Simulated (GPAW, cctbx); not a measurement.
# Bonding in (ZnSe)2(BeTe)2 as X-rays see it

Question: by how much does bonding change the X-ray structure factors of (ZnSe)2(BeTe)2, how firmly does DFT give the change, and what does a routine refinement make of it?

The cell is a (ZnSe)2(BeTe)2 superlattice along [001] of the zinc-blende type, started at the mean lattice constant and relaxed freely, with no substrate. All numbers below are calculated.

**1. Find the equilibrium geometry**

The density hangs on the geometry, so cell and atoms are relaxed first, with the symmetry held. The cutoff is set higher than for the density because stress converges slowly with plane waves.

Settings: GPAW 26.7.0, PBE, 570 eV, 6×6×2 k-points (along the axes of the calculation cell), Fermi–Dirac width 0.1 eV, BFGS to 0.03 eV/Å.

```text
cell
1.0
     4.030508653    0.000000000    0.000000000
     0.000000000    4.030508653    0.000000000
     0.000000000    0.000000000   11.400000000
Zn Se Be Te
2 2 2 2
Direct
0.000000000 0.000000000 0.000000000
0.500000000 0.500000000 0.250000000
0.500000000 0.000000000 0.125000000
0.000000000 0.500000000 0.375000000
0.000000000 0.000000000 0.500000000
0.500000000 0.500000000 0.750000000
0.500000000 0.000000000 0.625000000
0.000000000 0.500000000 0.875000000
```

```console
$ OMP_NUM_THREADS=1 mpirun -n 4 gpaw python run.py > gpaw.log
```

```text
BFGS:    0      -27.161781        1.566175
BFGS:    1      -27.236092        1.234788
BFGS:    2      -27.392905        0.448555
BFGS:    3      -27.404459        0.447400
...
BFGS:   12      -27.479932        0.043223
BFGS:   13      -27.480033        0.034195
BFGS:   14      -27.480137        0.025811
cell  4.0315 4.0224 11.4108  90.00 90.00 90.00
volume 185.040 A^3, largest force 0.026 eV/A, largest stress 0.13 GPa
```

After 14 steps the volume has changed by -0.1 % and the energy by -0.318 eV; the largest stress left is 0.13 GPa. It took 8.5 min on 4 cores of Arm Neoverse V1 (shared host), peak memory 1.4 GiB.

Relaxed structure: Pmm2 (no. 25), a = 4.0224 Å, b = 4.0315 Å, c = 11.4108 Å, α = 90.00°, β = 90.00°, γ = 90.00°.

| atom | mult. | x | y | z |
| --- | --- | --- | --- | --- |
| Te1 | 1 | 0 | 1/2 | 0.3845 |
| Te2 | 1 | 1/2 | 0 | 0.1392 |
| Se1 | 1 | 0 | 1/2 | 0.8655 |
| Se2 | 1 | 1/2 | 0 | 0.6112 |
| Zn1 | 1 | 0 | 0 | 0.9919 |
| Zn2 | 1 | 1/2 | 1/2 | 0.7389 |
| Be1 | 1 | 0 | 0 | 0.5081 |
| Be2 | 1 | 1/2 | 1/2 | 0.2608 |

**2. Density and charge transfer**

X-rays see the whole electron density, so the PAW density is rebuilt with its core regions. Subtracting spherical free atoms from the same code cancels the cores and leaves the deformation density Δρ, the part due to bonding.

Settings: PBE, 450 eV, 6×6×3 k-points (along the axes of the calculation cell), Fermi–Dirac width 0.1 eV; primitive cell of 8 atoms.

```console
$ OMP_NUM_THREADS=1 mpirun -n 4 gpaw python run.py > gpaw.log
```

```text
|iter:   1|       0s |  -28.127409 | +0.41 |       |
|iter:   2|       2s |  -27.968264 | -1.54 | -1.15 |
|iter:   3|       4s |  -27.469349 | -1.53 | -1.19 |
...
|iter:   9|      15s |  -27.431899c| -5.83 | -3.62 |
|iter:  10|      17s |  -27.431901c| -6.85 | -4.02c|
|iter:  11|      18s |  -27.431901c| -7.75c| -4.62c|
```

```text
grid (40, 40, 112)  electrons 240.000  moved by bonding 1.572 e
deformation density beyond 0.5 A of the nuclei: max 0.123, min -0.076 e/A^3
atom        x       y       z   Voronoi charge  moment
Te1    0.0000  0.5000  0.3845      0.029       0.00
Te2    0.5000  0.0000  0.1392     -0.052       0.00
Se3    0.0000  0.5000  0.8655     -0.233       0.00
Se4    0.5000  0.0000  0.6112     -0.152       0.00
Zn5    0.0000  0.0000  0.9919      0.193       0.00
Zn6    0.5000  0.5000  0.7389      0.240       0.00
Be7    0.0000  0.0000  0.5081      0.018       0.00
Be8    0.5000  0.5000  0.2608     -0.044       0.00
mean inner potential of superposed free atoms 13.965 V
total magnetic moment 0.000 muB
```

Deformation density in a plane through the shortest contact of the Se atom at the origin, in 0.01 e/Å³ (clipped at ±99); x from -1.6 to 3.9 Å, y from 2.4 down to -2.4 Å:

```text
  0   .   4  -2  -3  -2  -1  -1  -1  -1  -1  -1  -1  -1  -1  -1
  5   .   .  -3  -3  -2  -1  -1  -1  -1  -1  -1  -1  -1  -1  -1
 -2   .   4   1   0   0  -1  -1  -1  -2  -1  -1  -1  -1  -1  -1
 -3  -1   6   9   7   2   0   0  -1  -2  -2  -1   0   0  -1  -1
 -1   2   8  12   7   1   1   2   0  -3  -4  -2  -1  -1  -1  -1
 -1   1   2   1   .  -3   2   8   5   0   2   .  -1  -3  -2  -2
 -1  -1  -3  -3   .   .   2  12   9   4   .   .   1  -4  -3  -2
 -1  -1  -1  -2   .  -3   0   7   5  -1   2   .   2   0   0  -1
  0   0   2   2   0  -3  -1   1   0  -3  -3   3   8   8   4   0
  0   0   1   2   1  -1  -1  -1  -1  -2   0   5  11  10   3   1
 -1   0   0   0   0   0  -1  -1  -1  -1   0   2   3  -1   .  -1
 -1  -1  -1   0   0  -1  -1  -1  -1  -1  -1  -2  -4   .   .  -2
 -1  -1  -1  -1  -1  -1  -1  -1  -1  -1  -1  -1  -2  -3   .  -3
```

Atoms in or within 0.15 Å of the plane: Se (3.5, -2.0), Se (0.0, 0.0), Be (2.3, 0.0), Be (-1.1, 2.0) Å. Dots mark points within about 0.45 Å of a nucleus; large values next to them are atomic features.

Se gains most (-0.19 e) and Zn loses most (+0.22 e), in averages over each element's sites; Se is the most electronegative element, but the order of the others doesn't follow electronegativity. Such charges fall far short of formal ones, since overlapping free atoms already put density on their neighbours. Along the shortest contact from the Se atom at the map's origin, Se–Be at 2.33 Å, Δρ is +0.12 e/Å³ at the midpoint and highest, +0.12, 1.05 Å from Se (points within 0.5 Å of a nucleus left out): a bond charge, the mark of covalency. At the midpoints of other shortest contacts it is +0.11 (Te–Be, 2.45 Å), +0.09 (Se–Zn, 2.48 Å) and +0.09 (Te–Zn, 2.62 Å) e/Å³. Point values carry grid noise of about 0.01 e/Å³. The run needed 11 iterations, 26 s.

**3. From the density to structure factors**

The Fourier components of Δρ, added to those of the free atoms, give the static X-ray structure factors; the Mott–Bethe relation turns them into the Fourier components V of the potential that fast electrons feel.

```text
static structure factors of the conventional cell: F in electrons, V (Mott-Bethe) in volts
   h  k  l      d  |F| table  |F| free   |F| DFT   change   |V| free  |V| DFT  change %
   0  0  1 11.4108    14.566    14.571    14.523   -0.048     0.561    0.450    -19.9
   0  0  2  5.7054     1.039     1.040     1.044    0.004     0.047    0.041    -12.8
   0  1  0  4.0315     0.000     0.000     0.020    0.020     0.000    0.008        -
   1  0  0  4.0224     0.000     0.000     0.019    0.019     0.000    0.008        -
   0  0  3  3.8036    37.302    37.309    37.090   -0.219     1.151    1.212      5.2
   0  1  1  3.8012    56.250    56.260    56.009   -0.251     1.932    2.022      4.6
   1  0  1  3.7936    15.493    15.463    15.249   -0.214     0.249    0.306     22.8
   0  1  2  3.2925   149.518   149.613   150.193    0.580     6.861    6.705     -2.3
   1  0  2  3.2875   163.511   163.595   164.092    0.497     7.302    7.169     -1.8
   0  0  4  2.8527    85.194    85.328    85.509    0.181     3.157    3.120     -1.2
   1  1  0  2.8475    87.541    87.690    87.928    0.238     3.276    3.228     -1.5
   0  1  3  2.7666    49.276    49.239    49.043   -0.196     1.817    1.849      1.8
   1  0  3  2.7637    41.975    41.928    41.629   -0.299     1.286    1.334      3.7
   1  1  1  2.7628    54.630    54.558    54.303   -0.255     1.740    1.789      2.8
```

The largest X-ray change is +0.58 e on 012, 0.4 % of |F|. For electrons V goes as (Z − F)/g², so a change of F counts against Z − F, which is small at low angle and wherever the atoms' terms cancel: |V| of 101 moves by +22.8 % (0.25 to 0.31 V) against -1.4 % in |F|. The last three rows still change by up to 0.30 e; the table stops while the angles are still low. The tabulated Hartree–Fock atoms differ from the free DFT atoms by up to 0.15 e, so the choice of reference atom matters too.

**4. Which functional?**

The same geometry is run with other functionals, to see whether the bonding signal is larger than the spread between approximations. Free atoms are LDA for LDA and PBE otherwise; meta-GGAs and hybrids keep PBE cores. Any other changed setting is in the row's label.

| run | ΔF 012 (e) | ΔF 102 (e) | ΔF 011 (e) | q(Se) (e) | moved (e) | time |
| --- | --- | --- | --- | --- | --- | --- |
| PBE | +0.580 | +0.497 | -0.251 | -0.193 | 1.572 | 26 s |
| LDA | +0.530 | +0.448 | -0.254 | -0.176 | 1.506 | 25 s |
| r2SCAN | +0.616 | +0.538 | -0.236 | -0.233 | 1.710 | 58 s |

At the base's settings ΔF(012) spans +0.530 to +0.616 e, a spread of 15 % of the PBE value; over the three listed reflections the spread is at most 18 %, so sign and size hold across the functionals. Times are from shared hosts.

**5. Refining ordinary atoms against data with bonding**

Routine crystallography fits spherical atoms. To see the bias, intensities are simulated from tabulated atoms plus the DFT change ΔF, so that bonding alone can misfit (6092 reflections of the full sphere, merged to the counts below, to 0.5 Å, 1.5 % proportional noise plus counting noise, assumed isotropic U as listed, Δρ smeared by the mean U) and refined with cctbx over different ranges.

```csv
range,data,R1,GooF,U Te1 (true 0.0038),U Te2 (true 0.0038),U Se1 (true 0.0045),U Se2 (true 0.0045),largest shift (Å),"Δρ max, min (e/Å³)"
all data,1822,0.0070,0.90,0.0038,0.0038,0.0045,0.0045,0.0032,"0.44, -0.39"
"low resolution, d > 0.84",431,0.0062,0.94,0.0038,0.0037,0.0045,0.0045,0.0016,"0.20, -0.21"
"high order, d < 0.75",1227,0.0077,0.89,0.0038,0.0038,0.0045,0.0045,0.0050,"0.39, -0.27"
"occupancies free, d > 0.7",722,0.0063,0.92,0.0037,0.0037,0.0045,0.0045,0.0055,"0.27, -0.24"
```

With all data GooF is 0.90, so at this noise the bonding hardly shows; the top residual peak lies 1.15 Å from Te and 2.03 Å from Be. No U is off by more than 3 s.u. at low resolution. With Te1 held at 1 and the scale free, the other occupancies refine to Te2 1.001(0.002), Se1 1.001(0.003), Se2 1.000(0.003) and Zn1 1.001(0.003), within three s.u. of full.

**6. Answer**

Bonding moves 1.57 e in the primitive cell of (ZnSe)2(BeTe)2 and changes the structure factors of the conventional cell in the table above by at most 0.58 e (012, 0.4 %), and among reflections above 2 % of the strongest by up to 1.4 % (101). The shortest bond, Se–Be, has Δρ = +0.12 e/Å³ at its midpoint, a covalent bond charge. At the base's settings ΔF(012) spans +0.530 to +0.616 e, a spread of 15 % of the PBE value; over the three listed reflections the spread is at most 18 %, so sign and size hold across the functionals. With all data GooF is 0.90, so at this noise the bonding hardly shows. Limits: static density, frozen cores, no spin–orbit coupling.

[Outputs are excerpts: Python notices, other lines and further rows are left out; steps that failed or that the build refused (PBEsol, TPSS) are not shown.]

[Logs are printed without paths, hosts, clocks, repeated set-up lines and the standing remarks that a program may print on its own settings, such as how far it seeks lower states.]
